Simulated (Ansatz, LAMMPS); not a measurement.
# Electronic structure of liquid (Cs,Rb)Br at 940 K (90 atoms)

Wanted: forces, charges and levels of liquid (Cs,Rb)Br at 940 K (90 atoms).

Main program and level: Ansatz 0.2.0; Kohn-Sham DFT, PBE, PAW (set soft_2), plane waves.

## 1. Set-up

The cell holds 90 atoms: 19 Cs, 26 Rb and 45 Br. Its edges and angles: a = 16.532 Å, b = 16.532 Å, c = 16.532 Å, α = 90.0°, β = 90.0°, γ = 90.0°. 90 atoms (19 Cs, 26 Rb, 45 Br) placed at random at 3.07 g/cm³, melted at 1800 K for 10 ps at fixed volume with the Lennard-Jones and Coulomb ion parameters for SPC/E (Joung and Cheatham, J. Phys. Chem. B 112, 9020 (2008)), full charges. Snapshot at the end of a hold of 20 ps at 940 K and fixed volume.

Before any run, some limits are plain. The network of bonds at the start is that of the classical potential that made the cell, and needn't be the one that DFT or experiment would give. The ion parameters were fitted for water, not for melts, so the starting structure of this cell may lie well off the real melt's. The Brillouin zone is sampled at Γ only, in a cell whose shortest periodic width is 17 Å. No spin–orbit coupling is included, so levels derived from the heavy atoms are approximate.

## 2. How the cell was made

A classical potential makes the cell, at a small fraction of what the same run would cost in DFT.

This step: classical MD, Lennard-Jones and Coulomb ion parameters for SPC/E (Joung and Cheatham, J. Phys. Chem. B 112, 9020 (2008)), full charges (LAMMPS 22 Jul 2025 - Update 4).

in.lmp

```
# melt-quench of Cs19Rb26Br45
units metal
atom_style charge
boundary p p p
region box block 0 16.5323 0 16.5323 0 16.5323
create_box 3 box
mass 1 132.9055   # Cs
mass 2 85.4678   # Rb
mass 3 79.9040   # Br
create_atoms 1 random 19 572181 NULL overlap 2.2 maxtry 2000
create_atoms 2 random 26 572188 NULL overlap 2.2 maxtry 2000
create_atoms 3 random 45 572195 NULL overlap 2.2 maxtry 2000
pair_style lj/cut/coul/long 9.0
pair_modify mix arithmetic tail yes
pair_coeff 1 1 0.003897 3.6010   # Cs
pair_coeff 2 2 0.019302 3.0950   # Rb
pair_coeff 3 3 0.001169 4.9017   # Br
set type 1 charge 1
set type 2 charge 1
set type 3 charge -1
kspace_style pppm 1.0e-4
neigh_modify delay 0 every 1 check yes
thermo_style custom step time temp pe press density
thermo_modify norm yes
timestep 0.002
thermo 100
min_style cg
minimize 1e-4 1e-4 200 2000
reset_timestep 0
velocity all create 1800 572182 mom yes dist gaussian
fix lim all nve/limit 0.05
fix lan all langevin 1800 1800 0.2 572183 zero yes
thermo 500
run 1000 post no
# [... 10 lines left out ...]
compute msd all msd com yes
thermo 2500
fix md all nvt temp 940 940 0.2
run 10000 post no
print "== T940: mean square displacement over the hold $(c_msd[4]:%.2f) A^2"
unfix md
uncompute msd
write_dump all custom T940.dump id type xs ys zs modify sort id
```

Launch:

```sh
$ lmp -in in.lmp -log none -nocite
```

Numbers of over 12 decimals in the logs are rounded to 6 here.

The program printed:

```text
LAMMPS (22 Jul 2025 - Update 4)
Created orthogonal box = (0 0 0) to (16.5323 16.5323 16.5323)
Created 19 atoms
Created 26 atoms
Created 45 atoms
PPPM initialization ...
  G vector (1/distance) = 0.31453251
  grid = 12 12 12
  estimated relative force accuracy = 4.4025612e-05
   Step          Time           Temp          PotEng         Press         Density
         0   0              0              4.5959812      706687.91      3.0660126
       100   0.2            0             -3.2870178      582.79947      3.0660126
       114   0.228          0             -3.29717        288.34269      3.0660126
[... 21 lines left out ...]
Loop time of 1.40718 s on 1 MPI rank(s) for 5000 steps with 90 atoms
   Step          Time           Temp          PotEng         Press         Density
[... 5 lines left out ...]
Loop time of 0.572883 s on 1 MPI rank(s) for 2500 steps with 90 atoms
   Step          Time           Temp          PotEng         Press         Density
[... 2 lines left out ...]
     12500   25             1016.6304     -3.2009173     -3621.9812      3.0660126
     15000   30             778.07614     -3.2002213      3117.2388      3.0660126
     17500   35             767.1552      -3.2013692      1786.78        3.0660126
     18500   37             909.84959     -3.2093264     -1806.2745      3.0660126
Loop time of 2.60947 s on 1 MPI rank(s) for 10000 steps with 90 atoms
== T940: mean square displacement over the hold 18.03 A^2
```

Elapsed: 5.2 s, on 1 thread of Intel Xeon 6975P-C (Granite Rapids), shared host; peak memory 0.068 GiB.

## 3. Plane-wave single point

One self-consistent run at the given positions yields energy and forces.

input.yaml

```yaml
crystal:
  lattice:
    - [16.5323, 0.0, 0.0]
    - [0.0, 16.5323, 0.0]
    - [0.0, 0.0, 16.5323]
  atoms:
    - { symbol: Cs, position: [0.29365, 0.06364, 0.20663] }
    - { symbol: Cs, position: [0.33948, 0.37694, 0.00228] }
    - { symbol: Cs, position: [0.19539, 0.85954, 0.09984] }
    - { symbol: Cs, position: [0.10467, 0.14507, 0.88611] }
    - { symbol: Cs, position: [0.55016, 0.08778, 0.55421] }
    - { symbol: Cs, position: [0.33326, 0.51358, 0.23638] }
    - { symbol: Cs, position: [0.56989, 0.27146, 0.75656] }
    - { symbol: Cs, position: [0.08833, 0.91671, 0.69581] }
    - { symbol: Cs, position: [0.00449, 0.85707, 0.41584] }
    - { symbol: Cs, position: [0.72379, 0.50773, 0.90629] }
    - { symbol: Cs, position: [0.50011, 0.71438, 0.04544] }
    - { symbol: Cs, position: [0.21229, 0.6645, 0.76494] }
    - { symbol: Cs, position: [0.94254, 0.61772, 0.58354] }
    - { symbol: Cs, position: [0.9697, 0.91261, 0.98552] }
    - { symbol: Cs, position: [0.21518, 0.39876, 0.75635] }
    - { symbol: Cs, position: [0.32552, 0.17416, 0.67817] }
    - { symbol: Cs, position: [0.40327, 0.82046, 0.30139] }
    - { symbol: Cs, position: [0.06442, 0.26301, 0.50125] }
    - { symbol: Cs, position: [0.11211, 0.29335, 0.16126] }
    - { symbol: Rb, position: [0.75993, 0.1555, 0.85385] }
    - { symbol: Rb, position: [0.03028, 0.07581, 0.27189] }
    - { symbol: Rb, position: [0.94093, 0.49894, 0.27124] }
    - { symbol: Rb, position: [0.51545, 0.6429, 0.70058] }
    - { symbol: Rb, position: [0.98812, 0.38587, 0.75554] }
    - { symbol: Rb, position: [0.68945, 0.81342, 0.50705] }
    - { symbol: Rb, position: [0.66018, 0.35901, 0.15677] }
    - { symbol: Rb, position: [0.3807, 0.7666, 0.58344] }
    - { symbol: Rb, position: [0.8304, 0.03805, 0.59762] }
    - { symbol: Rb, position: [0.68424, 0.42316, 0.55853] }
    - { symbol: Rb, position: [0.42453, 0.24931, 0.35002] }
    - { symbol: Rb, position: [0.96776, 0.48215, 0.04494] }
    - { symbol: Rb, position: [0.87317, 0.74324, 0.18718] }
    - { symbol: Rb, position: [0.55645, 0.14693, 0.06287] }
    - { symbol: Rb, position: [0.44876, 0.44821, 0.50653] }
    - { symbol: Rb, position: [0.46921, 0.4778, 0.87221] }
    - { symbol: Rb, position: [0.56571, 0.56309, 0.31759] }
    - { symbol: Rb, position: [0.24419, 0.01115, 0.46763] }
    - { symbol: Rb, position: [0.82427, 0.75415, 0.80455] }
    - { symbol: Rb, position: [0.72635, 0.95276, 0.25871] }
    - { symbol: Rb, position: [0.1902, 0.63568, 0.05268] }
    - { symbol: Rb, position: [0.36032, 0.97943, 0.84571] }
    - { symbol: Rb, position: [0.73817, 0.22076, 0.39763] }
    - { symbol: Rb, position: [0.1927, 0.57587, 0.49936] }
    - { symbol: Rb, position: [0.58895, 0.89449, 0.87616] }
    - { symbol: Rb, position: [0.87329, 0.14253, 0.05558] }
    - { symbol: Br, position: [0.54799, 0.08613, 0.86694] }
    - { symbol: Br, position: [0.48598, 0.4721, 0.10815] }
    - { symbol: Br, position: [0.64956, 0.69005, 0.8488] }
    - { symbol: Br, position: [0.1505, 0.33103, 0.95516] }
    - { symbol: Br, position: [0.3957, 0.78737, 0.78682] }
    - { symbol: Br, position: [0.87763, 0.38696, 0.47493] }
    - { symbol: Br, position: [0.19946, 0.91856, 0.29824] }
    - { symbol: Br, position: [0.43562, 0.02807, 0.37811] }
    - { symbol: Br, position: [0.27106, 0.43163, 0.40859] }
    - { symbol: Br, position: [0.60608, 0.88682, 0.6547] }
    - { symbol: Br, position: [0.91484, 0.67099, 0.36729] }
    - { symbol: Br, position: [0.38611, 0.30202, 0.81771] }
    - { symbol: Br, position: [0.15977, 0.86427, 0.89713] }
    - { symbol: Br, position: [0.6136, 0.75807, 0.19299] }
    - { symbol: Br, position: [0.35868, 0.93841, 0.04425] }
    - { symbol: Br, position: [0.60347, 0.46448, 0.7405] }
    - { symbol: Br, position: [0.70977, 0.00626, 0.45318] }
    - { symbol: Br, position: [0.18621, 0.16798, 0.35073] }
    - { symbol: Br, position: [0.45604, 0.25658, 0.55021] }
    - { symbol: Br, position: [0.35178, 0.97967, 0.63038] }
    - { symbol: Br, position: [0.1023, 0.51029, 0.64833] }
    - { symbol: Br, position: [0.9233, 0.27367, 0.89209] }
    - { symbol: Br, position: [0.94909, 0.26224, 0.2589] }
    - { symbol: Br, position: [0.6237, 0.33509, 0.95898] }
    - { symbol: Br, position: [0.68911, 0.14429, 0.19248] }
    - { symbol: Br, position: [0.99144, 0.04478, 0.49248] }
    - { symbol: Br, position: [0.36545, 0.23513, 0.13792] }
    - { symbol: Br, position: [0.58197, 0.60331, 0.5143] }
    - { symbol: Br, position: [0.15688, 0.76384, 0.57168] }
    - { symbol: Br, position: [0.11517, 0.49844, 0.17642] }
    - { symbol: Br, position: [0.02443, 0.73457, 0.05725] }
    - { symbol: Br, position: [0.75637, 0.96909, 0.97943] }
    - { symbol: Br, position: [0.38179, 0.65407, 0.39033] }
    - { symbol: Br, position: [0.29367, 0.54257, 0.9145] }
    - { symbol: Br, position: [0.92522, 0.56177, 0.85437] }
    - { symbol: Br, position: [0.90883, 0.94237, 0.21677] }
    - { symbol: Br, position: [0.59875, 0.36651, 0.36077] }
    - { symbol: Br, position: [0.07157, 0.07242, 0.06066] }
    - { symbol: Br, position: [0.34802, 0.55004, 0.63066] }
    - { symbol: Br, position: [0.88504, 0.80329, 0.60991] }
    - { symbol: Br, position: [0.79007, 0.54585, 0.12235] }
    - { symbol: Br, position: [0.13532, 0.22683, 0.69934] }
    - { symbol: Br, position: [0.72116, 0.21125, 0.63058] }
    - { symbol: Br, position: [0.34871, 0.69881, 0.14652] }
    - { symbol: Br, position: [0.93437, 0.02988, 0.77082] }
kpoints:
  mp_grid: { grid: [1, 1, 1] }
hamiltonian:
  xc: pbe
scf:
  occupations: { method: fixed }
output:
  forces: true
  stress: true
  populations: true
  dos:
    method: { smearing: { sigma: 0.15 } }
    de: 0.1
    projected: { site_lists: { Br: [Br], Cs: [Cs], Rb: [Rb] } }
  eigenvalues: true
  write_density: true
  write_potential: true
  volumetric_format: npy
```

Launch:

```sh
$ ansatz run input.yaml --threads 8 --pin off --max-ram 15872MiB --backend cpu --events-out ev --progress --plain --runs-dir out
```

The program printed:

```text
Engine: ansatz 0.2.0, x86_64-unknown-linux-gnu
Pseudopotentials: kind: paw
Pseudopotential: Cs, paw, valence charge 9, recommended cutoff 420 eV (normal), Cs.paw.azcp
Pseudopotential: Rb, paw, valence charge 9, recommended cutoff 420 eV (normal), Rb.paw.azcp
Pseudopotential: Br, paw, valence charge 7, recommended cutoff 420 eV (normal), Br.paw.azcp
[... 5 lines on functional and potentials left out ...]
Crystal: 90 atoms, lattice volume = 4518.558 Å³
Basis set: ecut = 420 eV, 88423 PW (Γ), exchange–correlation on 240×240×240 points (8 copies of the dense FFT grid, shifted against one another)
Bands: 450, of which v1, the nominal top of the filled ones, is band 360 counted from 1 (359 counted from 0)
Symmetry: 1 space group operations
Space group: P1 (ITA 1), of the structure as read, at distance tolerance 1.7e-4 Å
k-points: 1
[... 7 lines on functional and potentials left out ...]
Initial density: superposition of atomic densities (neutral atoms: chi_scale 0, normalization atom), corrected by the library's trained network
Initial wavefunctions: pseudopotential atomic-orbital guess
Functional: x = pbe(κ = 0.804, μ = 0.219515), c = pbe(β = 0.066725)
SCF iter   1: F=—  HF=-318083.838777 eV  |F-HF|=—  |Δ(HF+E_count)|=         —  Δρ=6.04e-4  dr2=6.44e-2  ethr=1.77e-3  ⟨swp⟩=6.0  Hψ=1700  notcnv=0  defer=85
preconditioner: auto → Resta (q_TF=auto, 2.009 Å⁻¹)  ε∞=2.5  [insulator: Δε(μ)=3.297 eV  Ē_g=11.498 eV  n_scr=618 (ndim 8)  ℏωp=13.9 eV  f_vac=0.184  ε∞_Penn≈2.5]
SCF iter   2: F=—  HF=-318083.818719 eV  |F-HF|=—  |Δ(HF+E_count)|=   2.01e-2  Δρ=2.80e-4  dr2=1.26e-2  ethr=8.95e-6  ⟨swp⟩=4.0  Hψ=1011  notcnv=0  defer=88
SCF iter   3: F=—  HF=-318083.819467 eV  |F-HF|=—  |Δ(HF+E_count)|=   7.48e-4  Δρ=1.04e-4  dr2=1.40e-3  ethr=1.75e-6  ⟨swp⟩=3.0  Hψ=620  notcnv=0  defer=88
SCF iter   4: F=—  HF=-318083.819806 eV  |F-HF|=—  |Δ(HF+E_count)|=   3.39e-4  Δρ=3.07e-5  dr2=8.38e-5  ethr=1.94e-7  ⟨swp⟩=2.0  Hψ=703  notcnv=0  defer=88
SCF iter   5: F=—  HF=-318083.820110 eV  |F-HF|=—  |Δ(HF+E_count)|=   3.04e-4  Δρ=8.80e-6  dr2=6.78e-6  ethr=1.16e-8  ⟨swp⟩=2.0  Hψ=765  notcnv=0  defer=88
SCF iter   6: F=—  HF=-318083.820116 eV  |F-HF|=—  |Δ(HF+E_count)|=   5.96e-6  Δρ=2.11e-6  dr2=3.66e-7  ethr=9.41e-10  ⟨swp⟩=2.0  Hψ=679  notcnv=0  defer=88
SCF iter   7: F=-318083.820117 eV  HF=-318083.820117 eV  |F-HF|=1.68e-8  |Δ(HF+E_count)|=   2.91e-7  Δρ=5.41e-7  dr2=2.88e-8  ethr=1.39e-11  ⟨swp⟩=29.0  Hψ=5333  notcnv=0
SCF 1 converged in 7 iterations: F = -318083.820117 eV  dr2 = 2.88e-8
  greatest PAW one-centre occupation: 0.973 electrons in one spin orbital (limit 2), on the Rb atom at site 42 (counted from 0), in its partial waves of l = 0
WARN: The input density's exchange-correlation potential varies sharply where the density is thin. Do not read a vacuum level from v_tot or v_xc, or from such a field of the output density. On a cell that repeats whose density bears no net charge and no dipole along the vacuum's axis use v_es (v_loc + v_h of the components); [...]
SCF converged after 7 iterations
Free energy (F): -318083.820117 eV
Harris-Foulkes:  -318083.820117 eV  (|F-HF|=1.68e-8)
Internal energy: -318083.820117 eV  (E = F + TS)
E sigma→0 (E₀):  -318083.820117 eV
Fermi energy:    0.996099 eV
--- Per-component energies (eV) ---
  E_band       = -5033.158020
  E_kinetic    = 13766.677528
  E_local      = -36963.292768  (includes V_loc(G=0)·N_el)
  E_nonlocal   = 8233.873373
  E_hartree    = 11243.513024
  E_xc         = -18657.852608
  E_vxc        = -10683.025256  (∫ρ·V_xc dr)
  E_paw        = -265431.815555  (= ΣΔE_a)
  E_vpaw       = -1874.413056  (= ΣTr[D̂ρ^β])
  E_aug_tail   = -0.000055  (compensation charges beyond the density's cutoff)
  E_ewald      = -30274.923055
  E_smearing   = -0.000000  (= −TS)
  E_closure    = 0.000000  (closes the sum)
  Σ components = -318083.820117   (vs F -318083.820117, Δ=0.00e0)
--- Forces (eV/Å), atoms counted from 1 ---
  atom   1  Cs     0.28606175     0.06409132    -0.25068166
  atom   2  Cs    -0.03143451    -0.61388086     0.42936556
  atom   3  Cs    -0.47530173    -0.16465666     0.15791165
  atom   4  Cs    -0.08206947     0.00567865    -0.51399417
  atom   5  Cs     0.12168711    -0.86467311     0.17065988
  atom   6  Cs    -0.29388579    -0.00269523     0.00765076
  atom   7  Cs     0.10223301    -0.45259382     0.00643539
  atom   8  Cs    -0.03027933     0.07408856    -0.02676525
  atom   9  Cs     0.12256097    -0.20881124    -0.03630597
  atom  10  Cs     0.32314078    -0.00085636     0.22801358
  atom  11  Cs     0.53925830    -0.08712238    -1.08281015
  atom  12  Cs    -0.01197840     0.27385611     0.06195720
  atom  13  Cs    -0.09678626    -0.29543255    -0.27023749
  atom  14  Cs    -0.25829150     0.12288649    -0.25612540
[...]
atom  89  Br    -0.98354848    -0.00313814     0.43765633
  atom  90  Br    -0.12636762     0.03829589     0.37667715
  max |Σ_I F_I| component: 5.93e-6 eV/Å
--- Stress (GPa, compression-positive) ---
        0.876919       0.034566      -0.185325
        0.034566       0.803286      -0.110232
       -0.185325      -0.110232       0.772759
  P = ⅓ Tr σ = 0.8177 GPa (8.177 kbar)
--- Band table (eV) ---
  k-point 0: bands = ["-25.1662", "-25.0969", "-24.9666", "-24.9510", [... 434 levels ...], "7.2100", "7.2156", "7.2503", "7.2616", "7.2726", "7.2888", "7.3035", "7.3188", "7.3295", "7.3390", "7.3826", "7.3978"]
--- Löwdin populations: 90 sites ---
  site symbol       q [e]
     0     Cs      8.2256
     1     Cs      8.2204
     2     Cs      8.2194
[...]
89     Br      7.7093
  spilling = 0.004353 (of n_electrons = 720.000000)
```

Run time: 24 s. Hardware: 8 threads of Intel Xeon 6975P-C (Granite Rapids), shared host; peak memory 5.7 GiB; 2.9 min of CPU time.

The column dr2 measures how far the density is from self-consistency, as an energy; F and HF (Harris–Foulkes) agree once it is small.

The program notes that the exchange-correlation potential is rough where the density is thin.

Read from the output:

```
free energy                                      : -318083.8201 eV
free energy per atom                             : -3534.2647 eV/atom
SCF cycles                                       : 7
pressure                                         : 0.8177 GPa
r.m.s. force component                           : 0.2932 eV/Å
longest force                                    : 1.213 eV/Å
Fermi energy                                     : 0.9961 eV
gap (highest filled to lowest empty level) : 3.265 eV
spilling of the projection                       : 0.004353
```

Length of the force by element:

```csv
element,coordination,atoms,mean length of the force (eV/Å),spread,least,most
Br,all,45,0.467,0.242,0.0679,1.08
Cs,all,19,0.516,0.288,0.0844,1.21
Rb,all,26,0.367,0.157,0.134,0.782
```

Löwdin charges by element (they lack the spilled electrons, 0.035 e an atom on average):

```csv
element,coordination,atoms,mean charge (e),spread,least,most
Br,all,45,-0.699,0.0086,-0.72,-0.681
Cs,all,19,0.781,0.01,0.764,0.804
Rb,all,26,0.760,0.0141,0.727,0.792
```

Density of states as counts of states in windows of 1 eV (from the Fermi level), total and the larger projections:

```csv
from (eV),to (eV),total,Br p,Rb p,Cs p,Br s
-14,-13,14.5,0.0,0.2,0.1,13.3
-13,-12,74.9,0.0,0.9,0.4,69.9
-12,-11,0.6,0.0,0.0,0.0,0.6
-11,-10,41.5,0.2,41.0,0.0,0.2
-10,-9,112.9,0.8,110.9,0.1,1.0
-9,-8,1.5,0.0,1.5,0.0,0.0
-8,-7,40.4,0.9,0.0,39.1,0.2
-7,-6,73.6,1.7,0.1,70.9,0.5
-6,-2,0.0,0.0,0.0,0.0,0.0
-2,-1,98.1,91.3,0.5,0.8,0.1
-1,0,170.6,164.0,0.6,1.9,0.1
0,1,1.3,1.3,0.0,0.0,0.0
1,3,0.0,0.0,0.0,0.0,0.0
3,4,4.3,0.2,0.0,0.0,0.4
4,5,33.6,2.0,0.1,0.2,1.6
```

With fixed occupations the program's Fermi level is the highest filled level; weight inside the gap is the broadening of levels at its edges.

Between -26 and -14 eV lie 82 more states.

The levels nearest the highest filled one (over half full), pooled over k-points and spins:

```csv
level less the highest filled one (eV),occupation
-0.207,2
-0.177,2
-0.122,2
-0.110,2
-0.101,2
0,2
3.26,0
4.05,0
4.06,0
4.12,0
4.21,0
4.31,0
```

Valence density in the ab plane at fractional z = 0.053, with atoms of Cs and Rb and Br within 0.2 Å of it. It is the smooth field of the valence electrons, not physical close to the nuclei.

Ten even steps from '0' (0.0 e/Å³) to '9' (2.0 e/Å³), each cell a mean:
```
00000000000002444420000000000000111000000000
10000000000013533531000000000000000000000122
10000013432101344310000000000000000000000111
00000013443100000000000000000000000000000000
11100001221000000000000000000000000000000001
44431000000000000001244320000000000000000014
42541000000000000002532441000000000000000025
33310025652000000002444431000000000000000002
00000159797200000000111100000000000000000000
00000036874100000000000000000000000000000000
00000000100000000000000000000000011110000011
51000000000000000000111100000000001100002688
82000000000000000001233100000000000000004989
20000000000001111000111100000000000000001355
00000000000012443100000000000000000000000000
00000000000002332100000000000000000000000000
00000000000000010000000000000000000000000000
00000000000000000000000000000000000000000000
00000000000000000000000011000000000000000000
00000000000000000000002687410000000026774100
01221100000000000000014989720000000159797200
14445310000000000000001455200000000025663100
24434410000000000000000000000000000000000000
01332100000000011000000000000000000000000000
```
Columns run along a (16.5 Å), rows up along b (16.5 Å). Atoms in or near the plane, at fractional coordinates: Cs at (0.50, 0.71), Rb at (0.97, 0.48), Rb at (0.56, 0.15), Rb at (0.19, 0.64), Rb at (0.87, 0.14), Br at (0.36, 0.94), Br at (0.02, 0.73), Br at (0.07, 0.07).

Electrostatic potential energy in the ab plane at fractional z = 0.053, with atoms of Cs and Rb and Br within 0.2 Å of it. With pseudopotentials it is smooth inside the atoms' cores, unlike the true potential.

Ten even steps from '0' (-53 eV) to '9' (7 eV), each cell a mean:
```
99999999999998522589999999999999999999999999
89999999889997100179999999999999999999999877
89999986667899755799999999999999999999999877
99999986556899999999999999999999999999999999
98999998778999999999999999999999999999999999
11279999999999999998655679999999999999999996
00059999899999999996555558999999999999999983
65799975347899999997555568999999999999999998
99999850003899999999887889999999999999999999
99999873236899999999999999999999999999999999
89999998889999999999999999999999999999999888
58999999999999999999999999999999999999997311
27999999999999999999878999999999999999986000
78999999999998888999999999999999999999998645
99999999999987556899999999999999999999999999
99999999999987667899999999999999999999999999
99999999999999999999999999999999999999999999
99999999999999999999999999999999999999999999
99999999999999999999999888999999999998889999
99999999999999999999997312589999999874236899
99888999999999999999985000279999999850002799
95102699999999999999998645789999999975346899
94000599999999999999999999999999999999999999
99767999999999999999999999999999999999999999
```
Columns run along a (16.5 Å; values clipped at the 3rd and 97th percentile), rows up along b (16.5 Å). Atoms in or near the plane, at fractional coordinates: Cs at (0.50, 0.71), Rb at (0.97, 0.48), Rb at (0.56, 0.15), Rb at (0.19, 0.64), Rb at (0.87, 0.14), Br at (0.36, 0.94), Br at (0.02, 0.73), Br at (0.07, 0.07).

Mean Löwdin charges: Br -0.70, Cs +0.78, Rb +0.76 e (they miss 0.44 % of the electrons, so they add up to more than the cell's charge).

(Part 1 of 2 ends here.)

[Logs are printed without paths, hosts, clocks, repeated set-up lines and the standing remarks that a program may print on its own settings, such as how far it seeks lower states.]

[Hosts, paths, dates, database ids (printed as entryN), source tags and the programs' standing remarks are cut or masked in the printed files.]
